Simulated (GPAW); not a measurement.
# How LiCl absorbs and reflects light, part 2 of 2

Aim: the dielectric function of LiCl, and the optical constants that follow from it. The cell comes from an older database entry, whose edges can differ from later determinations, mostly by under a per cent.

GPAW 26.7.0; DFT, LDA, plane-wave PAW (GPAW data sets), scalar-relativistic, RPA, optical limit.

So far. Step 2 (Ground state): There is a gap, 5.99 eV on this mesh (points off the mesh can give less), so no carriers' term is needed.

The database entry behind the starting cell differs from later determinations by our own check (0.1 to 0.3 % short, probably kX units), so it need not match the best structure at ambient conditions.

### 4. Dielectric function, RPA

Transitions between filled and empty bands, summed over the zone, give the optical response, so mesh, band count and broadening shape it.

The induced potential is part of this response.

This step: DFT, LDA, plane-wave PAW (GPAW data sets), scalar-relativistic, RPA, optical limit (GPAW 26.7.0).

The input, df.py:

```python
from gpaw.response.df import DielectricFunction

df = DielectricFunction('full.gpw', frequencies={'type': 'nonlinear', 'domega0': 0.03, 'omega2': 8},
                        ecut=50,
                        eta=0.1,
                        nbands=23,
                        txt='df.txt')
for direction in ['x']:
    df.get_dielectric_function(xc='RPA', direction=direction, filename=f'df_{direction}.csv')
```

The run is started by

```sh
$ OMP_NUM_THREADS=1 python df.py
```

Numbers of over 12 decimals in the logs are rounded to 6 here.

Output:

```text
Using integrator: PointIntegrator
NonLinearFrequencyDescriptor(from 0.000 to 51.418 eV, 469 points)
Nonperiodic BCs:  [False False False]
Using integrator: PointIntegrator
NonLinearFrequencyDescriptor(from 0.000 to 51.418 eV, 469 points)
Nonperiodic BCs:  [False False False]

Calculating chi0 body with:
    Ground state adapter containing:
    Number of spins: 1
    Number of kpoints: 2197
    Number of irreducible kpoints: 84
    Number of completely occupied states: 4
    Number of partially occupied states: 4

    Linear response parametrization:
    q_c: [0.0, 0.0, 0.0]
    Number of frequency points: 469
    Planewave cutoff: 50.0
    Number of bands: 23
    Number of planewaves: 27
    Broadening (eta): 0.1

Integrating chi0 body.

Symmetries of q_c:
    Direct symmetries (Uq -> q): 48
    Indirect symmetries (TUq -> q): 0
In total 48 allowed symmetries.

84 groups of equivalent kpoints. 96.176604% reduction.

Integral kind: spectral function

Calculating chi0 optical extensions with:
    Ground state adapter containing:
    Number of spins: 1
    Number of kpoints: 2197
    Number of irreducible kpoints: 84
    Number of completely occupied states: 4
    Number of partially occupied states: 4

    Linear response parametrization:
    Number of frequency points: 469
    Planewave cutoff: 50.0
    Number of bands: 23
    Number of planewaves: 27
    Broadening (eta): 0.1
Integrating chi0 head and wings.

Symmetries of q_c:
    Direct symmetries (Uq -> q): 48
    Indirect symmetries (TUq -> q): 0
In total 48 allowed symmetries.

84 groups of equivalent kpoints. 96.176604% reduction.

Integral kind: spectral function wings
```

It took 5.1 s on 1 thread of Arm Neoverse V1, shared host; peak memory 0.18 GiB.

Numbers from this step:

| Item | Value |
| --- | --- |
| electronic dielectric constant ε∞, mean over x, y and z (by symmetry where fewer were run) | 2.857 |
| main peak of Im epsilon, first axis | 8.207 eV |

Some rows of df_x.csv (energy; Re and Im without local fields; Re and Im with them):

```text
0.000000, 3.358060, 0.000000, 2.857141, 0.000000
0.429336, 3.363082, 0.002346, 2.860940, 0.001776
0.878195, 3.379240, 0.004878, 2.873170, 0.003693
1.347938, 3.408694, 0.007710, 2.895478, 0.005842
1.840057, 3.454562, 0.011013, 2.930256, 0.008356
2.356191, 3.521465, 0.015049, 2.981074, 0.011444
2.898142, 3.616519, 0.020263, 3.053472, 0.015460
3.467895, 3.751297, 0.027467, 3.156561, 0.021066
4.067647, 3.946172, 0.038349, 3.306631, 0.029662
4.699832, 4.241710, 0.057124, 3.536833, 0.044839
5.367152, 4.738826, 0.098883, 3.932525, 0.079982
6.072622, 5.820114, 0.378809, 4.830579, 0.341872
6.819608, 7.389464, 2.524480, 6.004470, 2.223615
7.611886, 4.524041, 5.157991, 3.259914, 4.433126
8.453705, 4.473887, 4.529241, 2.518830, 3.289954
9.349861, 4.669609, 4.949301, 1.926080, 2.469687
10.305790, 0.069748, 6.410712, 1.201565, 3.205471
11.327680, -0.853757, 4.981932, 1.274778, 2.844536
12.422601, -1.774699, 2.426504, 0.049145, 2.849789
13.598673, -1.260086, 1.016269, -1.026037, 1.749594
14.865263, -0.440983, 0.920922, -0.159949, 0.931002
```

The Im ε, E ∥ x has structure finer than the step of the table below, so its rows give means over 0.5 eV, whole bins alone (the curve runs from 0 to 15.0 eV). Peaks (eV: height): 7.61: 4.43, 8.21: 4.83, 9.02: 4.44, 9.62: 3.61, 10.66: 3.83, 11.71: 3.43.

Values under the direct gap are tails of Lorentzian lines. Table of Im ε, E ∥ x by photon energy; means over each step:

```
photon energy (eV)  Im ε, E ∥ x
               0.5      0.00207
               1.0      0.00424
               1.5      0.00660
               2.0      0.00927
               2.5       0.0124
               3.0       0.0164
               3.5       0.0215
               4.0       0.0286
               4.5       0.0393
               5.0       0.0573
               5.5       0.0968
               6.0        0.318
               6.5         1.10
               7.0         3.19
               7.5         3.82
               8.0         3.53
               8.5         3.75
               9.0         3.88
               9.5         3.07
              10.0         3.22
              10.5         3.33
              11.0         2.71
              11.5         3.11
              12.0         3.20
              12.5         2.88
              13.0         2.83
              13.5         1.99
              14.0         1.34
              14.5        0.861
```

The Re ε, E ∥ x by photon energy:

```
photon energy (eV)  Re ε, E ∥ x
               0.0         2.86
               0.5         2.86
               1.0         2.88
               1.5         2.90
               2.0         2.94
               2.5         3.00
               3.0         3.07
               3.5         3.16
               4.0         3.29
               4.5         3.45
               5.0         3.69
               5.5         4.05
               6.0         4.70
               6.5         5.49
               7.0         5.64
               7.5         4.19
               8.0         4.02
               8.5         2.73
               9.0         1.66
               9.5         2.26
              10.0         1.49
              10.5         1.50
              11.0        0.723
              11.5         1.22
              12.0        0.588
              12.5       0.0379
              13.0       -0.782
              13.5        -1.05
              14.0       -0.849
              14.5       -0.515
```

The reflectivity at normal incidence, E ∥ x has structure finer than the step of the table below, so its rows give means over 0.5 eV, whole bins alone (the curve runs from 0 to 15.0 eV). Peaks (eV: height): 7.61: 21.7, 8.21: 23.2, 9.09: 23.8, 10.74: 23.7, 13.60: 36.3, 14.04: 36.8.

Reflectivity at normal incidence, E ∥ x against photon energy; means over each step:

```
photon energy (eV)  reflectivity at normal incidence, E ∥ x (%)
               0.5                                         6.61
               1.0                                         6.67
               1.5                                         6.79
               2.0                                         6.95
               2.5                                         7.18
               3.0                                         7.47
               3.5                                         7.86
               4.0                                         8.36
               4.5                                         9.03
               5.0                                         9.95
               5.5                                         11.3
               6.0                                         13.7
               6.5                                         16.8
               7.0                                         20.6
               7.5                                         19.7
               8.0                                         18.6
               8.5                                         19.1
               9.0                                         21.1
               9.5                                         16.4
              10.0                                         17.8
              10.5                                         19.0
              11.0                                         17.8
              11.5                                         18.3
              12.0                                         22.0
              12.5                                         23.4
              13.0                                         28.6
              13.5                                         34.9
              14.0                                         35.1
              14.5                                         32.2
```

The Im ε, E ∥ x has structure finer than the step of the table below, so its rows give means over 0.5 eV, whole bins alone (the curve runs from 0 to 15.0 eV). Peaks (eV: height): without local fields 7.61: 5.16, 8.21: 6.15, 8.96: 6.39, 9.55: 7.92, 11.40: 5.02; with local fields 7.61: 4.43, 8.21: 4.83, 9.02: 4.44, 9.62: 3.61, 10.66: 3.83, 11.71: 3.43.

Values under the direct gap are tails of Lorentzian lines. The Im ε, E ∥ x by photon energy; means over each step:

```
photon energy (eV)  without local fields  with local fields
               0.5               0.00274            0.00207
               1.0               0.00560            0.00424
               1.5               0.00871            0.00660
               2.0                0.0122            0.00927
               2.5                0.0164             0.0124
               3.0                0.0215             0.0164
               3.5                0.0280             0.0215
               4.0                0.0370             0.0286
               4.5                0.0503             0.0393
               5.0                0.0722             0.0573
               5.5                 0.118             0.0968
               6.0                 0.353              0.318
               6.5                  1.22               1.10
               7.0                  3.64               3.19
               7.5                  4.36               3.82
               8.0                  4.34               3.53
               8.5                  5.23               3.75
               9.0                  5.63               3.88
               9.5                  6.53               3.07
              10.0                  6.75               3.22
              10.5                  6.47               3.33
              11.0                  4.35               2.71
              11.5                  4.76               3.11
              12.0                  3.32               3.20
              12.5                  2.41               2.88
              13.0                  1.73               2.83
              13.5                  1.13               1.99
              14.0                 0.927               1.34
              14.5                 0.738              0.861
```

The refractive index n and extinction k by photon energy:

```
photon energy (eV)      n        k
               0.0   1.69        0
               0.5   1.69   6.1e-4
               1.0   1.70  0.00125
               1.5   1.70  0.00193
               2.0   1.72  0.00270
               2.5   1.73  0.00359
               3.0   1.75  0.00466
               3.5   1.78  0.00603
               4.0   1.81  0.00786
               4.5   1.86   0.0105
               5.0   1.92   0.0147
               5.5   2.01   0.0232
               6.0   2.17   0.0642
               6.5   2.35    0.208
               7.0   2.47    0.683
               7.5   2.23    0.879
               8.0   2.15    0.771
               8.5   1.88    0.895
               9.0   1.79     1.24
               9.5   1.76    0.916
              10.0   1.58     1.00
              10.5   1.57    0.979
              11.0   1.28    0.952
              11.5   1.51     1.03
              12.0   1.36     1.13
              12.5   1.21     1.19
              13.0   1.02     1.35
              13.5  0.769     1.28
              14.0  0.620     1.11
              14.5  0.470    0.858
```

From ε follow the optical constants at some laser and lamp lines:

```
wavelength (nm)     n      k  R (%)     1/α
           1550  1.69  0.001    6.6  125 µm
           1064  1.70  0.001    6.7   58 µm
            633  1.71  0.003    6.9   19 µm
            532  1.73  0.003    7.1   13 µm
            450  1.74  0.004    7.3  8.7 µm
            405  1.75  0.005    7.5  6.7 µm
            193  2.32  0.186   16.1   83 nm
```

Below the direct gap, k and the depth come from the tails of the Lorentzian lines, not from transitions.

Rows near the edge hang on the gap, which this functional as a rule makes too small, and phonon-assisted absorption is left out.

### 5. Results

- electronic dielectric constant ε∞, mean over x, y and z (by symmetry where fewer were run) (RPA): 2.86
- main peak of Im epsilon, first axis: 8.21 eV

In words: At this level (LDA, RPA) LiCl has ε∞ = 2.86 and n = 1.69 at 1550 nm, and Im ε peaks at 8.2 eV. On the mesh the gap is 5.98 eV and the least direct gap 5.99 eV. Local fields change the static value along x from 3.36 to 2.86 (-15 %). Distinct maxima of Im ε, read by a parabola through the highest points, lie at 7.20 eV (4.1), 7.60 eV (4.5), 8.21 eV (4.8) and 8.99 eV (4.5). Excitons and phonon-assisted transitions are missing; LDA gaps are as a rule too small, which pulls the onset down and ε∞ up. The sum runs over mesh points, so small or evenly spaced maxima can still be ripples of the mesh.

[Machine, clock and banner lines and Python warnings are left out of the logs.]

[Logs are printed without paths, hosts, clocks, repeated set-up lines and the standing remarks that a program may print on its own settings, such as how far it seeks lower states.]

[Hosts, paths, dates, database ids (printed as entryN), source tags and the programs' standing remarks are cut or masked in the printed files.]
